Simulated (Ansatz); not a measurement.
## Converging the plane-wave cutoff for glassy 91GeO2-6Al2O3-3Sc2O3 (mol %) in a Python loop

How do energy, forces and time move with the plane-wave cutoff?

Main program and level: Ansatz 0.2.0; Kohn-Sham DFT, LDA, PAW, plane waves.

**1. Starting point**

The cell holds 102 atoms: 29 Ge, 4 Al, 2 Sc and 67 O. Cell: a = 11.376 Å, b = 11.376 Å, c = 11.376 Å, α = 90.0°, β = 90.0°, γ = 90.0°. 102 atoms (29 Ge, 4 Al, 2 Sc, 67 O) placed at random at 3.62 g/cm^3, melted at 4000 K for 10 ps at fixed volume with the Morse and Coulomb pair potential with partial charges (Pedone, Malavasi, Menziani, Cormack and Segre, J. Phys. Chem. B 110, 11780 (2006)). Quenched from 2500 K to 300 K at 50 K/ps and fixed volume, held 10 ps at zero pressure.

**2. Script and output**

The structure comes from a classical simulation and is read from a file. The cell is 11.3 Å or more across in its periodic directions, and the Γ point alone is taken as a first sampling. Occupations are fixed because a gap is expected. The highest cutoff serves as the reference; forces are the test that matters for later relaxations, while absolute energies converge more slowly and partly cancel in differences.

File POSCAR:

```
Sc2Al4Ge29O67
1.0
  11.3757 0.0000 0.0000
  0.0000 11.3757 0.0000
  0.0000 0.0000 11.3757
Al Ge O Sc
4 29 67 2
Direct
  0.26858 0.05073 0.18780
  0.66026 0.91226 0.40425
  0.98184 0.94492 0.70084
  0.45240 0.22478 0.95156
  0.34093 0.95624 0.92174
  0.15472 0.83314 0.08995
  0.16482 0.72270 0.60578
  0.78186 0.56571 0.02488
  0.03242 0.80285 0.35819
  0.93625 0.45152 0.22212
  0.46653 0.49310 0.62384
  0.97239 0.19990 0.87194
  0.73685 0.05266 0.59455
  0.19689 0.38080 0.92164
  0.87385 0.70814 0.77896
  0.54474 0.69441 0.05286
  0.66104 0.41669 0.34616
  0.05540 0.48621 0.68001
  0.78541 0.37415 0.61298
  0.28045 0.57175 0.12526
  0.27924 0.02847 0.64460
  0.90066 0.07275 0.38416
  0.42493 0.70425 0.79273
  0.92865 0.94518 0.94060
  0.38112 0.88622 0.40334
  0.53758 0.19109 0.19915
  0.50709 0.20778 0.68952
  0.70043 0.32178 0.87296
  0.64391 0.73142 0.59674
  0.41599 0.58218 0.36937
  0.68722 0.94269 0.11759
  0.99853 0.16602 0.14529
  0.06720 0.21817 0.58196
  0.90538 0.10319 0.24094
  0.05350 0.47683 0.31306
  0.13980 0.12068 0.18491
  0.14287 0.44618 0.79965
  0.92267 0.43286 0.63038
  0.29289 0.92949 0.28588
  0.96201 0.31572 0.16787
  0.37545 0.51082 0.50203
  0.78257 0.21610 0.60488
  0.66731 0.74512 0.43067
  0.81738 0.65304 0.90608
  0.42688 0.08075 0.94098
  0.32846 0.30089 0.90666
  0.63522 0.07320 0.16372
  0.39452 0.14883 0.20795
  0.98442 0.17620 0.45763
  0.49917 0.34516 0.63153
  0.40419 0.73524 0.39494
  0.72066 0.40591 0.48271
  0.30162 0.54520 0.27628
  0.41684 0.55593 0.74584
  0.78746 0.46215 0.27825
  0.51422 0.94674 0.38344
  0.37794 0.15188 0.66171
  0.01041 0.24064 0.73009
  0.67950 0.89858 0.56763
  0.32302 0.93984 0.53272
  0.04891 0.87141 0.99229
  0.75917 0.04863 0.43080
  0.90771 0.54788 0.10968
  0.52936 0.77209 0.69932
  0.91818 0.71349 0.34672
  0.13233 0.34825 0.55815
  0.57412 0.84503 0.07349
  0.55048 0.52263 0.33101
  0.77689 0.69804 0.66664
  0.59340 0.29069 0.30101
  0.60911 0.10222 0.65499
  0.56930 0.23852 0.83539
  0.89564 0.85256 0.81896
  0.72543 0.43357 0.97123
  0.21194 0.69514 0.07783
  0.80037 0.92696 0.02308
  0.07298 0.83058 0.64995
  0.71537 0.40026 0.74101
  0.98545 0.61369 0.74998
  0.13778 0.57137 0.58312
  0.54258 0.66643 0.90884
  0.08428 0.82809 0.22204
  0.97119 0.93837 0.40061
  0.57830 0.58629 0.58406
  0.68440 0.64692 0.11737
  0.53143 0.27004 0.06672
  0.09018 0.26986 0.94814
  0.14353 0.75519 0.45032
  0.42551 0.62947 0.11888
  0.27080 0.98440 0.78808
  0.37682 0.81125 0.89454
  0.28358 0.72440 0.69414
  0.25569 0.94506 0.04712
  0.99170 0.04041 0.82907
  0.22916 0.46659 0.03839
  0.96195 0.10230 0.01655
  0.87381 0.00120 0.62938
  0.72856 0.87360 0.25502
  0.14931 0.09813 0.61284
  0.82693 0.24245 0.87625
  0.75087 0.68676 0.28975
  0.18015 0.47283 0.43440
```

File converge.py:

```python
import time
import numpy as np
from ase.io import read
import ansatz as az

atoms = read("POSCAR")
print("formula", atoms.get_chemical_formula(mode="reduce") if len(atoms) < 20 else atoms.get_chemical_formula())
print("cell (A, deg)", np.round(atoms.cell.cellpar(), 3))

base = (
    az.Crystal.from_ase(atoms)
    .calculation()
    .functional("lda")
    .kpoints(1, 1, 1)
    .occupations("fixed")
    .forces()
    .band_table()
    .stress()
)

def gap_of(report):
    e = np.concatenate(report["eigenvalues_ev"]); f = np.concatenate(report["occupations"])
    f = f / f.max()  # a half-filled level counts on both sides, so the gap is then zero
    return e[f > 0.3].max(), e[f < 0.7].min()

rows = []
for cutoff in [200, 250, 300, 350, 420, 500, 600]:
    start = time.time()
    try:
        r = base.basis(cutoff).run(threads=4).report
    except az.AnsatzError as error:
        print(cutoff, 'failed:', str(error)[:110])
        continue
    homo, lumo = gap_of(r)
    rows.append((cutoff, r['free_energy_ev'] / len(atoms), np.array(r['forces_ev_ang']), max(lumo - homo, 0), np.trace(r['stress_gpa']) / 3, r['n_iterations'], time.time() - start))
    print(cutoff, f"F = {r['free_energy_ev']:.4f} eV, {r['n_iterations']} iterations, {time.time() - start:.0f} s", flush=True)

ref = rows[-1]
scale = np.sqrt(np.mean(ref[2] ** 2))
print(f"r.m.s. force of the reference: {scale:.3f} eV/A")
print("  cutoff  dE (meV/atom)  dF rms (meV/A)  dF (%)  gap (eV)  P (GPa)  iter  time (s)")
for name, e, f, gap, p, n, t in rows:
    df = np.sqrt(np.mean((f - ref[2]) ** 2))
    print(f"{str(name):>8s} {1000 * (e - ref[1]):14.2f} {1000 * df:15.2f} {100 * df / scale:7.2f} {gap:9.3f} {p:8.2f} {n:5d} {t:9.1f}")
```

Started as:

```console
$ python converge.py
```

What it wrote:

```text
formula Al4Ge29O67Sc2
cell (A, deg) [11.376 11.376 11.376 90.    90.    90.   ]
DeckWarning: basis.ecutwfc = 200 eV is below the records' recommended 420 eV, and the density's cutoff is lower with it unless basis.ecutrho_ratio is high enough to keep the records' density cutoff: compare with a run at a higher cutoff
200 F = -164957.8158 eV, 14 iterations, 19 s
DeckWarning: basis.ecutwfc = 250 eV is below the records' recommended 420 eV, and the density's cutoff is lower with it unless basis.ecutrho_ratio is high enough to keep the records' density cutoff: compare with a run at a higher cutoff
250 F = -165508.2975 eV, 10 iterations, 19 s
DeckWarning: basis.ecutwfc = 300 eV is below the records' recommended 420 eV, and the density's cutoff is lower with it unless basis.ecutrho_ratio is high enough to keep the records' density cutoff: compare with a run at a higher cutoff
300 F = -165646.6681 eV, 11 iterations, 24 s
DeckWarning: basis.ecutwfc = 350 eV is below the records' recommended 420 eV, and the density's cutoff is lower with it unless basis.ecutrho_ratio is high enough to keep the records' density cutoff: compare with a run at a higher cutoff
350 F = -165678.4523 eV, 11 iterations, 25 s
420 F = -165685.5210 eV, 11 iterations, 31 s
500 F = -165686.1905 eV, 11 iterations, 38 s
600 F = -165686.2381 eV, 11 iterations, 46 s
r.m.s. force of the reference: 1.211 eV/A
  cutoff  dE (meV/atom)  dF rms (meV/A)  dF (%)  gap (eV)  P (GPa)  iter  time (s)
     200        7141.40          433.51   35.81     0.392    -0.67    14      19.4
     250        1744.52          253.77   20.96     0.728     1.56    10      19.4
     300         387.94           72.63    6.00     0.843    -0.39    11      24.0
     350          76.33           20.45    1.69     0.880    -1.32    11      24.5
     420           7.03            1.81    0.15     0.889    -1.50    11      31.0
     500           0.47            0.52    0.04     0.891    -1.51    11      38.2
     600           0.00            0.00    0.00     0.891    -1.52    11      46.0
```

The job ended after 3.4 min (4 threads of Arm Neoverse V1, shared host; peak memory 3.5 GiB; 13 min of CPU time).

**3. Summary of results**

- reference run: 600, 46 s
- r.m.s. force component of the reference: 1.21 eV/Å
- largest r.m.s. force difference: 434 meV/Å (200)
- smallest r.m.s. force difference: 0.523 meV/Å (500)
- energy differences: 0.466 to 7141 meV/atom
- gap on the mesh: 0.392 eV (200) to 0.891 eV (600)
- pressure: -1.52 GPa (600) to 1.56 GPa (250)

**Reading.** The cheapest setting whose forces lie within 1 % of the reference is 420 eV, at 0.67 times the reference's time. The cell is far from relaxed, so 1 % of its forces is a lenient mark. Local and semilocal functionals put gaps too low. In a disordered, unrelaxed cell the gap can be set by levels on strained bonds. The library's default PAW files were made with PBE. Spin–orbit coupling is left out, and it can shift gaps where Ge states form a band edge. Notices that the program raised in these runs, those on memory apart: cutoff below recommended. The cell is one small sample, quenched far faster than in any experiment.

[Logs are printed without paths, hosts, clocks, repeated set-up lines and the standing remarks that a program may print on its own settings, such as how far it seeks lower states.]

[Hosts, paths, dates, database ids (printed as entryN), source tags and the programs' standing remarks are cut or masked in the printed files.]

[Scripts of this kind were picked in part by their result: those with far moves, changed bonds, near-zero gaps or large misses at database cells are mostly left out.]
